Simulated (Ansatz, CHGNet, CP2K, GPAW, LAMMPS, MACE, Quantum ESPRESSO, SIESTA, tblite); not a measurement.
# How far do other methods lie from plane waves? Amorphous Ge (61 atoms)

Aim: forces, pressure of amorphous Ge (61 atoms) at one geometry, from other programs and methods, against plane-wave PBE.

Results are calculated, not measured.

## (1) The cell

The cell holds 61 atoms (61 Ge), with edges of 10.65, 10.65 and 10.65 Å. Recipe: 61 atoms (61 Ge) placed at random at 6.09 g/cm³, melted at 3500 K for 10 ps at fixed volume with the Tersoff potential (Tersoff, Phys. Rev. B 39, 5566 (1989)). Quenched from 3500 K to 100 K at 5 K/ps and fixed volume, held 5 ps, then minimised at fixed cell. The density is 6.09 g/cm³.

## (2) The reference input

Quantum ESPRESSO 7.5: Kohn-Sham DFT, PBE, SSSP efficiency 1.3.0 pseudopotentials, plane waves. Its input, pw.in:

```
&control
  calculation = 'scf'
  pseudo_dir = './pseudo'
  outdir = './tmp'
  disk_io = 'none'
  tprnfor = .true.
  tstress = .true.
/
&system
  ibrav = 0
  nat = 61
  ntyp = 1
  ecutwfc = 45
  ecutrho = 360
  nosym = .true.
  occupations = 'smearing'
  smearing = 'fd'
  degauss = 0.003675
/
&electrons
  conv_thr = 3.0e-07
  electron_maxstep = 100
  mixing_beta = 0.2
  mixing_mode = 'local-TF'
  diagonalization = 'david'
/
ATOMIC_SPECIES
Ge 72.630 Ge.upf
CELL_PARAMETERS angstrom
10.64970 0.00000 0.00000
0.00000 10.64970 0.00000
0.00000 0.00000 10.64970
ATOMIC_POSITIONS crystal
Ge 0.01819 0.34653 0.91139
Ge 0.53853 0.49839 0.51182
Ge 0.66378 0.06235 0.32431
Ge 0.71441 0.29075 0.30579
[... 55 atom lines left out ...]
Ge 0.60390 0.16598 0.76049
Ge 0.90408 0.60953 0.16548
K_POINTS gamma
```

```console
$ OMP_NUM_THREADS=1 mpirun -np 4 pw.x -in pw.in > output.txt
```

The job ended after 2.7 min (4 MPI ranks of Arm Neoverse V1, shared host; peak memory 3.6 GiB).

It converged with an r.m.s. force component of 0.28 eV/Å and a pressure of 9.3 GPa.

## (3) The other programs

- CHGNet: machine-learned potential, published weights.
- CP2K 2026.2: Gaussian basis with GTH pseudopotentials and a plane-wave density; labels give functional, basis (MOLOPT sets; SR short-range, UZH the newer set with its own potentials), grid cutoff/relative cutoff and solver (OT: orbital transformation; TRS4, TC2, SIGN: linear-scaling purification with its sparsity filter), or its built-in tight binding.
- GPAW 26.7.0: PAW with atomic orbitals (LCAO), plane waves or a real-space grid of spacing h.
- MACE: machine-learned potential, published weights.
- SIESTA 5.4.2: numerical atomic orbitals, whose automatically made sets are far from complete, with PseudoDojo norm-conserving potentials that we converted to its format (checked against plane waves on the same files for H, C, O, Si, Ge and Ca alone); labels give functional, basis size, energy shift and mesh cutoff.
- tblite 0.8.0: extended tight binding, driven from Python.

All use the same cell and atoms, and the electronic-structure runs the same k-mesh.

## (4) All runs compared

Differences are against the reference: forces as r.m.s. over components, share as that over the reference's r.m.s. force, slope as the fitted ratio of a run's forces to the reference's.

```tsv
run	Δ force, r.m.s. (meV/Å)	share (%)	slope	Δ pressure (GPa)	cores	CPU time	memory (GiB)
reference	-	-	-	-	4	11 min	3.6
CHGNet 0.3.0 potential	256	91.3	0.304	-2.69	1	4.1 s	0.67
CP2K PBE+rVV10L, DZVP-MOLOPT-SR, 350/50 Ry, diagonalisation	36.4	13.0	1.034	1.26	2	3.2 min	2.8
CP2K PBE, DZVP-MOLOPT-SR, 122/50 Ry, diagonalisation (coarse)	31.0	11.1	1.026	1.55	1	68 s	0.65
CP2K PBE, DZVP-MOLOPT-SR, 244/50 Ry, diagonalisation (coarse)	31.0	11.1	1.026	1.55	2	96 s	1.3
CP2K PBE, DZVP-MOLOPT-SR, 350/50 Ry, diagonalisation	31.0	11.1	1.026	1.55	2	91 s	1.6
CP2K PBE, DZVP-MOLOPT-SR, 350/70 Ry, diagonalisation	31.0	11.1	1.026	1.55	2	2.1 min	1.6
CP2K PBE, SZV-MOLOPT-SR, 350/50 Ry, diagonalisation (coarse)	389	139	1.194	-1.29	1	47 s	1.5
CP2K PBE, TZV2P-MOLOPT (SR for Ge), 350/50 Ry, diagonalisation	18.8	6.70	1.020	1.06	4	2.3 min	3.4
CP2K PBE, TZVP-UZH, 350/50 Ry, diagonalisation	26.1	9.30	1.033	1.15	4	2.8 min	3.4
CP2K RPBE, PBE potentials, DZVP-MOLOPT-SR, 350/50 Ry, diagonalisation	31.6	11.3	1.020	1.91	2	97 s	1.6
CP2K revPBE, PBE potentials, DZVP-MOLOPT-SR, 350/50 Ry, diagonalisation	31.0	11.1	1.022	1.80	2	97 s	1.6
GPAW LDA, LCAO dzp, h 0.2 Å	24.6	8.79	1.009	-	1	3.7 min	1.2
GPAW PBE, LCAO dzp, h 0.2 Å	48.1	17.2	1.070	-	1	3.9 min	1.2
GPAW PBE, LCAO dzp, h 0.2 Å, other mixer settings	47.9	17.1	1.069	-	1	4.5 min	1.1
GPAW PBE, grid h 0.2 Å	20.8	7.44	1.017	-	4	18 min	3.2
GPAW PBE, plane waves 550 eV	15.1	5.40	1.017	0.401	4	15 min	2.2
MACE MP-0b2 small potential	249	88.8	0.359	-3.79	1	7.1 s	0.67
MACE MPA-0 medium potential	235	83.8	0.423	-0.503	1	8.5 s	0.8
SIESTA PBE, DZP, shift 0.01 Ry, mesh 150 Ry (coarse)	95.1	33.9	1.120	3.83	1	2.7 min	0.67
SIESTA PBE, DZP, shift 0.01 Ry, mesh 300 Ry	95.6	34.1	1.127	3.27	1	7.2 min	1.4
SIESTA PBE, SZ, shift 0.01 Ry, mesh 300 Ry (coarse)	231	82.6	1.399	8.70	1	1.7 min	0.7
SIESTA PBE, TZP, shift 0.01 Ry, mesh 300 Ry	81.3	29.0	1.100	2.47	2	10 min	1.9
tblite GFN1-xTB	191	68.3	0.747	3.00	1	7.2 s	0.13
```

Rows marked coarse were listed beforehand as settings not expected to be converged; some can still land near the reference.

Times of the machine-learned potentials are mostly Python's start and the loading of weights.

Runs without a result: CP2K GFN1-xTB, diagonalisation (not converged); SIESTA PBE, SZP, shift 0.01 Ry, mesh 300 Ry (cut off at its time limit).

CPU time is summed over cores on shared hosts, so it is rough.

## (5) What came out

Forces lie from 5.4 % (GPAW PBE, plane waves 550 eV) to 139 % (CP2K PBE, SZV-MOLOPT-SR, 350/50 Ry, diagonalisation, coarse) of the reference's r.m.s. force of 0.28 eV/Å away from it. Other PBE runs on plane waves or a grid: GPAW PBE, grid h 0.2 Å 7.4 % and GPAW PBE, plane waves 550 eV 5.4 % of the r.m.s. force; the reference has errors of its own, so differences under a few per cent don't tell which side is nearer the exact PBE result. The PBE runs in local orbitals, coarse settings apart, differ by 6.7 % (CP2K PBE, TZV2P-MOLOPT (SR for Ge), 350/50 Ry, diagonalisation) to 34 % (SIESTA PBE, DZP, shift 0.01 Ry, mesh 300 Ry); basis, grid and potentials can all enter. Tight binding differs by 68 % (tblite GFN1-xTB); it is another model, with fitted parameters of its own, and the xTB methods hold dispersion.

Machine-learned potentials differ by 84 % (MACE MPA-0 medium potential) to 91 % (CHGNet 0.3.0 potential); they were trained on other programs' data. Among those trained on PBE data the slope goes as low as 0.30, with a correlation of 0.46, so directions differ as well as sizes. Rows with another functional or a dispersion term differ by 8.8 % (GPAW LDA, LCAO dzp, h 0.2 Å) to 13 % (CP2K PBE+rVV10L, DZVP-MOLOPT-SR, 350/50 Ry, diagonalisation), which mixes the change of model with differences of basis and potentials, some of them made for another functional. Runs with settings chosen to be coarse differ by 11 % (CP2K PBE, DZVP-MOLOPT-SR, 122/50 Ry, diagonalisation) to 139 % (CP2K PBE, SZV-MOLOPT-SR, 350/50 Ry, diagonalisation), their programs' other errors included. SIESTA PBE, DZP, shift 0.01 Ry, mesh 300 Ry stiffens the forces by a factor of 1.13 while following their directions (correlation 0.963). From CP2K PBE, DZVP-MOLOPT-SR, 122/50 Ry, diagonalisation to the finer CP2K PBE, DZVP-MOLOPT-SR, 350/70 Ry, diagonalisation the share goes from 11.1 to 11.1 %, so the grid isn't what parts these runs from the reference. From SIESTA PBE, DZP, shift 0.01 Ry, mesh 150 Ry to the finer SIESTA PBE, DZP, shift 0.01 Ry, mesh 300 Ry the share goes from 33.9 to 34.1 %, so the grid isn't what parts these runs from the reference. Pressures at PBE, coarse settings apart, lie +0.40 to +3.27 GPa from the reference's.

**Limits.** Periodic xTB results under one method name differ between programs and library versions. The potentials hold different valence shells: 854 electrons in the reference, 244 in CP2K with TZVP-UZH and 244 in GPAW; this bears on time and differences. GPAW's setups keep the filled d shell of Ge in the core. The reference's pressure holds the uncorrected Pulay stress of its 45 Ry basis, so small pressure differences may be the reference's own error. Machine-learned potentials mimic data converged in k, so the reference's own k-point error enters their differences. The quench rate of 5 K/ps is many orders above laboratory rates, so the cell is likely richer in defects and strain than a real sample. The network of bonds at the start is that of the classical potential that made the cell, and needn't be the one that DFT or experiment would give. The electronic-structure runs sample only Γ, in a cell whose shortest periodic width is 11 Å, which is coarse for a cell with partly filled levels. The reference's pressure of 9.3 GPa reflects the volume that the recipe set, positions that aren't this level's minimum and the basis. Spin–orbit coupling is left out. Where levels are smeared, the DFT runs use Fermi–Dirac occupations at 580 K (0.05 eV), and energies are free energies. The reference's cutoffs and mesh weren't converged further here.

[Logs are printed without paths, hosts, clocks, repeated set-up lines and the standing remarks that a program may print on its own settings, such as how far it seeks lower states.]

[Hosts, paths, dates, database ids (printed as entryN), source tags and the programs' standing remarks are cut or masked in the printed files.]

[Cells were taken only where this reference lay near another plane-wave run.]
